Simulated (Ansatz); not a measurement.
# O on Ta(110): change of the work function, part 3 of 4

How does O on the hollow site change the work function of Ta(110) as the layer fills?

Ansatz 0.2.0; plane-wave DFT, PBE, Ansatz PAW (set soft_1); PAW set soft_1.

So far, work function, upper face (eV): step 2 (the clean slab) 4.76; step 3 (37 atoms, coverage 0.111 ML, cell 3x3) 4.61.

## 4. Adsorbate added, k-mesh 6×6×1, coverage 0.25 ML

System of this step: Ta16O (O/Ta(110)). The cell holds 17 atoms: 16 Ta and 1 O. Cell: a = 5.733 Å, b = 5.733 Å, c = 26.770 Å, α = 90.0°, β = 90.0°, γ = 70.5°. Vacuum lies along c.

Another coverage, to see how the dipoles act on each other as their distance changes.

Contents of input.yaml:

```yaml
crystal:
  lattice:
    - [4.6810468914, -3.31, 0.0]
    - [4.6810468914, 3.31, 0.0]
    - [0.0, 0.0, 26.7703697879]
  atoms:
    - { symbol: Ta, position: [0.0, 0.0, 0.3361925917] }
    - { symbol: Ta, position: [0.25, 0.25, 0.4236222188] }
    - { symbol: Ta, position: [0.0, 0.0, 0.511153124] }
    - { symbol: Ta, position: [0.25, 0.25, 0.595174877] }
    - { symbol: Ta, position: [0.0, 0.5, 0.3361925917] }
    - { symbol: Ta, position: [0.25, 0.75, 0.4236222188] }
    - { symbol: Ta, position: [0.0, 0.5, 0.511153124] }
    - { symbol: Ta, position: [0.25, 0.75, 0.595174877] }
    - { symbol: Ta, position: [0.5, 0.0, 0.3361925917] }
    - { symbol: Ta, position: [0.75, 0.25, 0.4236222188] }
    - { symbol: Ta, position: [0.5, 0.0, 0.511153124] }
    - { symbol: Ta, position: [0.75, 0.25, 0.595174877] }
    - { symbol: Ta, position: [0.5, 0.5, 0.3361925917] }
    - { symbol: Ta, position: [0.75, 0.75, 0.4236222188] }
    - { symbol: Ta, position: [0.5, 0.5, 0.511153124] }
    - { symbol: Ta, position: [0.75, 0.75, 0.595174877] }
    - { symbol: O, position: [0.42, 0.42, 0.6638074083] }
kpoints:
  mp_grid: { grid: [6, 6, 1] }
hamiltonian:
  xc: pbe
  pseudopotentials: { kind: paw, azcp: { folder: soft_1 } }
scf:
  occupations: { method: fermi_dirac, width: 0.1 }
  convergence: { dr2_threshold: 1.0e-08 }
efield:
  axis: 3
  dipole_correction: true
  ramp_position: 0.97
  ramp_width: 0.06
relax:
  f_tol: 0.02
  max_steps: 60
  constraints: [{ sites: [0, 1, 4, 5, 8, 9, 12, 13] }]
output:
  dos: { projected: true, e_range: [-8, 4] }
  write_potential: true
  write_density: true
  volumetric_format: npy
  elf: true
```

Launch:

```sh
$ ansatz run input.yaml --threads 4 --pin off --max-ram 16384MiB --backend cpu --events-out ev --progress --plain --runs-dir out
```

Numbers of over 12 decimals in the logs are rounded to 6 here.

What it wrote:

```text
[...]
Crystal: 17 atoms, lattice volume = 829.574 Å³
Basis set: ecut = 420 eV, 16241 PW (Γ), exchange–correlation on 80×80×360 points (8 copies of the dense FFT grid, shifted against one another)
Bands: 129, of which v1, the nominal top of the filled ones, is band 107 counted from 1 (106 counted from 0)
Symmetry: 2 space group operations
[...]
k-points: 13 of 36 (time reversal used)
[...]
SCF iter   1: F=—  HF=-159501.916932 eV  |F-HF|=—  |Δ(HF+E_count)|=         —  Δρ=4.65e-2  dr2=1.62e2  ethr=3.10e-3  p=-0.000 e·Å  D=-2.13e-8 V/Å  ΔV_dip=0.00 eV  dr2_dipole=9.32e0  V_vac-E_F(+/−)=7.44/7.44 eV  ⟨swp⟩=9.5  Hψ=8371  notcnv=0
[...]
SCF iter  13: F=-159490.295049 eV  HF=-159490.295048 eV  |F-HF|=8.47e-9  |Δ(HF+E_count)|=   2.00e-8  Δρ=3.33e-7  dr2=1.55e-9  ethr=4.67e-12  p=-0.183 e·Å  D=-3.99e-2 V/Å  ΔV_dip=1.07 eV  dr2_dipole=2.29e-10  V_vac-E_F(+/−)=5.86/4.79 eV  ⟨swp⟩=14.1  Hψ=12849  notcnv=0
SCF 1 converged in 13 iterations: F = -159490.295049 eV  dr2 = 1.55e-9
[...]
relax step   1: F+E_penalty+E_count = -159490.29504851 eV  Δ(F+E_penalty+E_count) = +0.000e0 eV  max|allowed force component| = 4.942e0 eV/Å  Δτ_max = 0.0000 Å  (13 SCF iters, accepted)
[...]
SCF iter  10: F=-159491.623322 eV  HF=-159491.623322 eV  |F-HF|=5.94e-9  |Δ(HF+E_count)|=   2.80e-8  Δρ=2.53e-7  dr2=7.91e-10  ethr=4.67e-12  p=-0.086 e·Å  D=-1.87e-2 V/Å  ΔV_dip=0.50 eV  dr2_dipole=4.67e-11  V_vac-E_F(+/−)=5.29/4.79 eV  ⟨swp⟩=13.9  Hψ=12440  notcnv=0
SCF 2 converged in 10 iterations: F = -159491.623322 eV  dr2 = 7.91e-10
relax step   2: F+E_penalty+E_count = -159491.62332237 eV  Δ(F+E_penalty+E_count) = -1.328e0 eV  max|allowed force component| = 4.060e0 eV/Å  Δτ_max = 0.1949 Å  (10 SCF iters, accepted)
SCF iter   1: F=—  HF=-159492.533757 eV  |F-HF|=—  |Δ(HF+E_count)|=         —  Δρ=5.98e-3  dr2=5.20e-1  ethr=2.41e-3  p=-0.086 e·Å  D=-1.87e-2 V/Å  ΔV_dip=0.50 eV  dr2_dipole=1.40e-1  V_vac-E_F(+/−)=5.27/4.77 eV  ⟨swp⟩=4.6  Hψ=3654  notcnv=0  defer=12
[...]
SCF iter  10: F=-159492.436776 eV  HF=-159492.436776 eV  |F-HF|=7.89e-9  |Δ(HF+E_count)|=   3.88e-8  Δρ=3.12e-7  dr2=1.31e-9  ethr=4.67e-12  p=0.006 e·Å  D=1.34e-3 V/Å  ΔV_dip=-0.04 eV  dr2_dipole=2.64e-11  V_vac-E_F(+/−)=4.75/4.78 eV  ⟨swp⟩=13.7  Hψ=12802  notcnv=0
SCF 3 converged in 10 iterations: F = -159492.436776 eV  dr2 = 1.31e-9
relax step   3: F+E_penalty+E_count = -159492.43677610 eV  Δ(F+E_penalty+E_count) = -8.135e-1 eV  max|allowed force component| = 1.863e0 eV/Å  Δτ_max = 0.1949 Å  (10 SCF iters, accepted)
[...]
relax step   4: F+E_penalty+E_count = -159492.68959768 eV  Δ(F+E_penalty+E_count) = -2.528e-1 eV  max|allowed force component| = 3.119e-1 eV/Å  Δτ_max = 0.1947 Å  (9 SCF iters, accepted)
[...]
relax step   5: F+E_penalty+E_count = -159492.70166534 eV  Δ(F+E_penalty+E_count) = -1.207e-2 eV  max|allowed force component| = 2.508e-1 eV/Å  Δτ_max = 0.0979 Å  (9 SCF iters, accepted)
[...]
relax step   6: F+E_penalty+E_count = -159492.71011392 eV  Δ(F+E_penalty+E_count) = -8.449e-3 eV  max|allowed force component| = 6.601e-2 eV/Å  Δτ_max = 0.0322 Å  (8 SCF iters, accepted)
[...]
relax step   7: F+E_penalty+E_count = -159492.71098399 eV  Δ(F+E_penalty+E_count) = -8.701e-4 eV  max|allowed force component| = 3.047e-2 eV/Å  Δτ_max = 0.0120 Å  (7 SCF iters, accepted)
SCF iter   1: F=—  HF=-159492.711694 eV  |F-HF|=—  |Δ(HF+E_count)|=         —  Δρ=1.74e-4  dr2=5.28e-4  ethr=5.04e-6  p=0.055 e·Å  D=1.20e-2 V/Å  ΔV_dip=-0.32 eV  dr2_dipole=9.51e-6  V_vac-E_F(+/−)=4.46/4.78 eV  ⟨swp⟩=2.0  Hψ=2611  notcnv=0
[...]
SCF iter   6: F=-159492.711143 eV  HF=-159492.711143 eV  |F-HF|=1.77e-8  |Δ(HF+E_count)|=   1.21e-7  Δρ=6.36e-7  dr2=5.68e-9  ethr=4.67e-12  p=0.055 e·Å  D=1.20e-2 V/Å  ΔV_dip=-0.32 eV  dr2_dipole=2.45e-10  V_vac-E_F(+/−)=4.46/4.78 eV  ⟨swp⟩=11.2  Hψ=12874  notcnv=0
SCF 8 converged in 6 iterations: F = -159492.711143 eV  dr2 = 5.68e-9
relax step   8: F+E_penalty+E_count = -159492.71114343 eV  Δ(F+E_penalty+E_count) = -1.594e-4 eV  max|allowed force component| = 5.744e-3 eV/Å  Δτ_max = 0.0045 Å  (6 SCF iters, accepted)
[...]
SCF converged after 6 iterations
Free energy (F): -159492.711143 eV
[...]
Internal energy: -159491.992955 eV  (E = F + TS)
E sigma→0 (E₀):  -159492.352049 eV
Entropy (-TS):   -0.718188 eV (-42.246 meV/atom)
Fermi energy:    3.703981 eV
Dipole field:    D = 0.012011 V/Å  (p = 0.055064 e·Å, saw-weighted, corrected)
Work function:   Φ+ = 4.4615 eV   Φ− = 4.7830 eV
[...]
--- Forces (eV/Å), atoms counted from 1 ---
  atom   1  Ta     0.02393499     0.00000000     0.37544026
  atom   2  Ta    -0.11889580     0.00000000    -0.33959903
  atom   3  Ta    -0.00321587     0.00000000    -0.00229020
  atom   4  Ta    -0.00138688     0.00000000    -0.00151160
  atom   5  Ta     0.01353078     0.03794076     0.41829825
  atom   6  Ta     0.02378504     0.01570295    -0.42477797
  atom   7  Ta     0.00263764     0.00263782    -0.00194623
  atom   8  Ta    -0.00571958     0.00229691    -0.00202272
  atom   9  Ta     0.01353078    -0.03794076     0.41829825
  atom  10  Ta     0.02378504    -0.01570295    -0.42477797
  atom  11  Ta     0.00263764    -0.00263782    -0.00194623
  atom  12  Ta    -0.00571958    -0.00229691    -0.00202272
  atom  13  Ta    -0.02010133     0.00000000     0.46064196
  atom  14  Ta     0.03845683     0.00000000    -0.48131888
  atom  15  Ta     0.00256901     0.00000000     0.00252664
  atom  16  Ta     0.00574407     0.00000000     0.00533483
  atom  17  O      0.00444334     0.00000000     0.00165283
  max |Σ_I F_I| component: 2.05e-5 eV/Å
--- Band table (eV; the first three rows and the last of 13) ---
  k-point 0: bands = [... 103 lower, 3.8109, 3.9396, 3.9700, 4.1195, 4.1900, 4.3771, 4.7743, 4.8243, ... 18 higher]
  k-point 1: bands = [... 103 lower, 3.6535, 3.7626, 3.8147, 3.9011, 4.0895, 4.3724, 4.4337, 4.4740, ... 18 higher]
  k-point 2: bands = [... 103 lower, 3.3717, 3.4423, 3.5285, 3.5699, 3.6438, 3.6586, 3.7623, 3.8609, ... 18 higher]
  k-point 12: bands = [... 103 lower, 3.5505, 3.8047, 3.8422, 3.8565, 3.8946, 3.9650, 4.0100, 4.0603, ... 18 higher]
--- Relaxed structure (8 steps of the walk, 8 accepted, 0 SCFs on fresh bases) ---
  F+E_penalty+E_count = -159492.71114343 eV   max|allowed force component| = 5.744e-3 eV/Å
  atoms:
    - { symbol: Ta, position: [0.0, 0.0, 0.336193] }
    - { symbol: Ta, position: [0.25, 0.25, 0.423622] }
    - { symbol: Ta, position: [-0.00187025, -0.00187025, 0.512536] }
    - { symbol: Ta, position: [0.234773, 0.234773, 0.598271] }
    - { symbol: Ta, position: [0.0, 0.5, 0.336193] }
    - { symbol: Ta, position: [0.250000, 0.75, 0.423622] }
    - { symbol: Ta, position: [-0.000836076, 0.495790, 0.511017] }
    - { symbol: Ta, position: [0.253305, 0.732817, 0.599077] }
    - { symbol: Ta, position: [0.5, 0.0, 0.336193] }
    - { symbol: Ta, position: [0.75, 0.250000, 0.423622] }
    - { symbol: Ta, position: [0.495790, -0.000836076, 0.511017] }
    - { symbol: Ta, position: [0.732817, 0.253305, 0.599077] }
    - { symbol: Ta, position: [0.5, 0.5, 0.336193] }
    - { symbol: Ta, position: [0.75, 0.75, 0.423622] }
    - { symbol: Ta, position: [0.498372, 0.498372, 0.510806] }
    - { symbol: Ta, position: [0.751752, 0.751752, 0.591156] }
    - { symbol: O, position: [0.420055, 0.420055, 0.640595] }
```

Run time: 5.9 min. Hardware: 4 threads of Arm Neoverse V1, shared host; peak memory 2.9 GiB.

The steps of the relaxation:

```
step  energy less that of the first step (eV)  largest force component (eV/Å)
   1                                   0.0000                          4.9420
   2                                  -1.3283                          4.0596
   3                                  -2.1417                          1.8630
   4                                  -2.3945                          0.3119
   5                                  -2.4066                          0.2508
   6                                  -2.4151                          0.0660
   7                                  -2.4159                          0.0305
   8                                  -2.4161                          0.0057
```

Forces are held to the 2 operations that the run works with; a distortion that breaks them can't arise in this run.

The atoms that moved most (Å):

```
atom      dx      dy      dz  length
 O17   0.001   0.000  -0.621   0.621
 Ta4  -0.143   0.000   0.083   0.165
Ta12  -0.065   0.068   0.104   0.140
 Ta8  -0.065  -0.068   0.104   0.140
Ta16   0.016   0.000  -0.108   0.109
 Ta3  -0.018   0.000   0.037   0.041
 Ta7  -0.024  -0.011  -0.004   0.026
Ta11  -0.024   0.011  -0.004   0.026
```

Final coordinates:

```cif
data_structure
_symmetry_space_group_name_H-M 'P 1'
_symmetry_Int_Tables_number 1
_cell_length_a 5.7331
_cell_length_b 5.7331
_cell_length_c 26.7704
_cell_angle_alpha 90.000
_cell_angle_beta 90.000
_cell_angle_gamma 70.529
_cell_volume 829.57
loop_
_atom_site_label
_atom_site_type_symbol
_atom_site_fract_x
_atom_site_fract_y
_atom_site_fract_z
_atom_site_occupancy
Ta1 Ta 0.00000 0.00000 0.33619 1
Ta2 Ta 0.25000 0.25000 0.42362 1
Ta3 Ta 0.99813 0.99813 0.51254 1
Ta4 Ta 0.23477 0.23477 0.59827 1
Ta5 Ta 0.00000 0.50000 0.33619 1
Ta6 Ta 0.25000 0.75000 0.42362 1
Ta7 Ta 0.99916 0.49579 0.51102 1
Ta8 Ta 0.25331 0.73282 0.59908 1
Ta9 Ta 0.50000 0.00000 0.33619 1
Ta10 Ta 0.75000 0.25000 0.42362 1
Ta11 Ta 0.49579 0.99916 0.51102 1
Ta12 Ta 0.73282 0.25331 0.59908 1
Ta13 Ta 0.50000 0.50000 0.33619 1
Ta14 Ta 0.75000 0.75000 0.42362 1
Ta15 Ta 0.49837 0.49837 0.51081 1
Ta16 Ta 0.75175 0.75175 0.59116 1
O17 O 0.42005 0.42005 0.64059 1
```

Numbers from this step:

* energy at zero smearing: -159492.3520 eV
* work function, upper face: 4.461 eV
* work function, lower face: 4.783 eV
* dipole along the normal: 0.05506 e·Å
* step between the vacuum levels: -0.3215 eV

The density of states has structure finer than the step of the table below, so its rows give means over 0.25 eV, whole bins alone (the curve runs from -8 to 1.98 eV). Peaks (eV: height): -1.530: 38.3, -1.470: 34.0, -1.350: 32.8, -1.200: 29.5, -1.110: 34.2, -0.930: 30.5, -0.690: 31.0.

The density of states by energy, zero at the Fermi level; means over each step:

```
energy (eV)  density of states (states/eV a cell)
      -7.75                                     0
      -7.50                                 0.131
      -7.25                                 0.946
      -7.00                                 0.989
      -6.75                                  1.35
      -6.50                                  2.50
      -6.25                                  4.95
      -6.00                                  7.98
      -5.75                                  8.12
      -5.50                                  6.04
      -5.25                                  3.78
      -5.00                                  2.13
      -4.75                                  4.90
      -4.50                                  3.69
      -4.25                                  8.42
      -4.00                                  7.70
      -3.75                                  11.6
      -3.50                                  9.00
      -3.25                                  13.3
      -3.00                                  17.3
      -2.75                                  16.0
      -2.50                                  11.1
      -2.25                                  11.4
      -2.00                                  9.45
      -1.75                                  6.90
      -1.50                                  28.2
      -1.25                                  27.6
      -1.00                                  26.2
      -0.75                                  23.6
      -0.50                                  23.9
      -0.25                                  25.5
       0.00                                  22.5
       0.25                                  18.1
       0.50                                  10.7
       0.75                                  10.9
       1.00                                  11.2
       1.25                                  10.4
       1.50                                  10.5
       1.75                                  10.5
```

Projected DOS per atom over height of the atomic layer and energy from the Fermi level. Layers: Ta4 Ta4 Ta4 Ta4 O from below.

Ten even steps from '0' (0.00 states/eV) to '9' (4.37 states/eV), each cell a mean:
```
21010
11110
10110
21110
32230
42230
33330
34430
10110
11110
22210
12210
11110
01100
00000
00000
00005
00019
00002
00000
00000
00000
```
Columns: height of the atomic layer (Å) from 9 to 17.1 (not evenly spaced); rows upwards: energy from the Fermi level (eV) from -7.96 to 1.95.

ELF in the ca plane at fractional y = 0.000, with atoms of Ta within 0.2 Å of it. It is the smooth field of the valence electrons, not physical close to the nuclei.

Ten even steps from '0' (0.00) to '9' (0.72), each cell a mean:
```
86973665565388597367656665421000000000000000
89744654466348983466545554321000000000000000
44346654457533333676445554210000000000000000
44456644457754346765455653210000000000000000
44345654456533334664456653100000000000000000
89744654455358973454456653100000000000000000
85973665564388696356556753100000000000000000
72873675564496287366556654200000000000000000
99953664565379895366445654210000000000000000
67535654456336753565445654210000000000000000
44456644457643335765456664310000000000000000
44456644457643345775556765310000000000000000
67535654456435643576667775421000000000000000
99953664465269995367777876421000000000000000
62883775564396288368877876421000000000000000
```
Columns run along c (16.0 Å, from fractional 0.32 to 0.92 of the cell), rows up along a (5.7 Å). Atoms in or near the plane, at fractional coordinates: Ta at (0.34, 0.00), Ta at (0.51, 0.00), Ta at (0.34, 0.50), Ta at (0.51, 0.50).

Valence density in the ca plane at fractional y = 0.000, with atoms of Ta within 0.2 Å of it. It is the smooth field of the valence electrons, not physical close to the nuclei.

Values in e/Å³, 8 rows by 16 columns, each cell a mean:
```
3.5 0.8 0.2 0.2 1.6 3.1 0.4 0.2 0.1 0.0 0.0 0.0 0.0 0.0 0.0 0.0
0.5 0.3 0.3 0.3 0.3 0.5 0.3 0.3 0.1 0.0 0.0 0.0 0.0 0.0 0.0 0.0
0.9 0.3 0.3 0.3 0.5 0.7 0.3 0.3 0.1 0.0 0.0 0.0 0.0 0.0 0.0 0.0
4.1 1.0 0.2 0.2 2.1 3.5 0.4 0.2 0.1 0.0 0.0 0.0 0.0 0.0 0.0 0.0
3.5 0.8 0.2 0.2 1.8 3.1 0.4 0.2 0.1 0.0 0.0 0.0 0.0 0.0 0.0 0.0
0.5 0.3 0.3 0.3 0.3 0.5 0.3 0.3 0.2 0.0 0.0 0.0 0.0 0.0 0.0 0.0
1.0 0.3 0.3 0.3 0.4 0.8 0.3 0.3 0.1 0.0 0.0 0.0 0.0 0.0 0.0 0.0
4.1 1.0 0.2 0.2 2.0 3.6 0.4 0.2 0.1 0.0 0.0 0.0 0.0 0.0 0.0 0.0
```
Columns run along c (16.0 Å, from fractional 0.32 to 0.92 of the cell), rows up along a (5.7 Å). Atoms in or near the plane, at fractional coordinates: Ta at (0.34, 0.00), Ta at (0.51, 0.00), Ta at (0.34, 0.50), Ta at (0.51, 0.50).

Electrostatic potential energy in the ca plane at fractional y = 0.000, with atoms of Ta within 0.2 Å of it. With pseudopotentials it is smooth inside the atoms' cores, unlike the true potential.

Ten even steps from '0' (-52 eV) to '9' (8 eV), each cell a mean:
```
00048999999730004899999999999999999999999999
32468999999863246899999999999999999999999999
77789998899987778999889999999999999999999999
88899998899998889998889999999999999999999999
77789998899987778998889999999999999999999999
32468999999863347899999999999999999999999999
00048999999730015899999999999999999999999999
00037999999620004899999999999999999999999999
10258999999741026899999999999999999999999999
55689998999875468999889999999999999999999999
88899998899988889998889999999999999999999999
88899998899998889999889999999999999999999999
55689998999976568999999999999999999999999999
10258999999851025899999999999999999999999999
00037999999720004899999999999999999999999999
```
Columns run along c (16.0 Å, from fractional 0.32 to 0.92 of the cell; values clipped at the 3rd and 97th percentile), rows up along a (5.7 Å). Atoms in or near the plane, at fractional coordinates: Ta at (0.34, 0.00), Ta at (0.51, 0.00), Ta at (0.34, 0.50), Ta at (0.51, 0.50).

The relaxation took 8 steps and lowered the energy by 2.4 eV; the largest force on the free atoms ends at 0.0057 eV/Å.

By hand: a sheet of dipoles makes a step −p/(ε₀A) in the electron's potential. With e/ε₀ = 180.95 V·Å, p = 0.05506 e·Å and A = 30.99 Å², that is −180.95 × (0.05506) / 30.99 = -0.322 eV, and the two vacuum levels of the run differ by -0.322 eV.

The covered face has 4.46 eV, -0.30 eV against the clean one; the bare back face has moved by -0.03 eV, a measure of how thin the slab is.

[end of part 3 of 4]

[Logs are printed without paths, hosts, clocks, repeated set-up lines and the standing remarks that a program may print on its own settings, such as how far it seeks lower states.]

[Hosts, paths, dates, database ids (printed as entryN), source tags and the programs' standing remarks are cut or masked in the printed files.]

[Maps of the electrostatic potential energy from Ansatz leave out the sawtooth potential of an applied field or a dipole correction, so their vacuum need not be flat; planar profiles and work functions include it.]

[The density of states shown here was stored with 400 of the rows of the run's finer table, so its peaks can read low, often by over a quarter, or be missed, and its means over a window can be off by a tenth or more.]
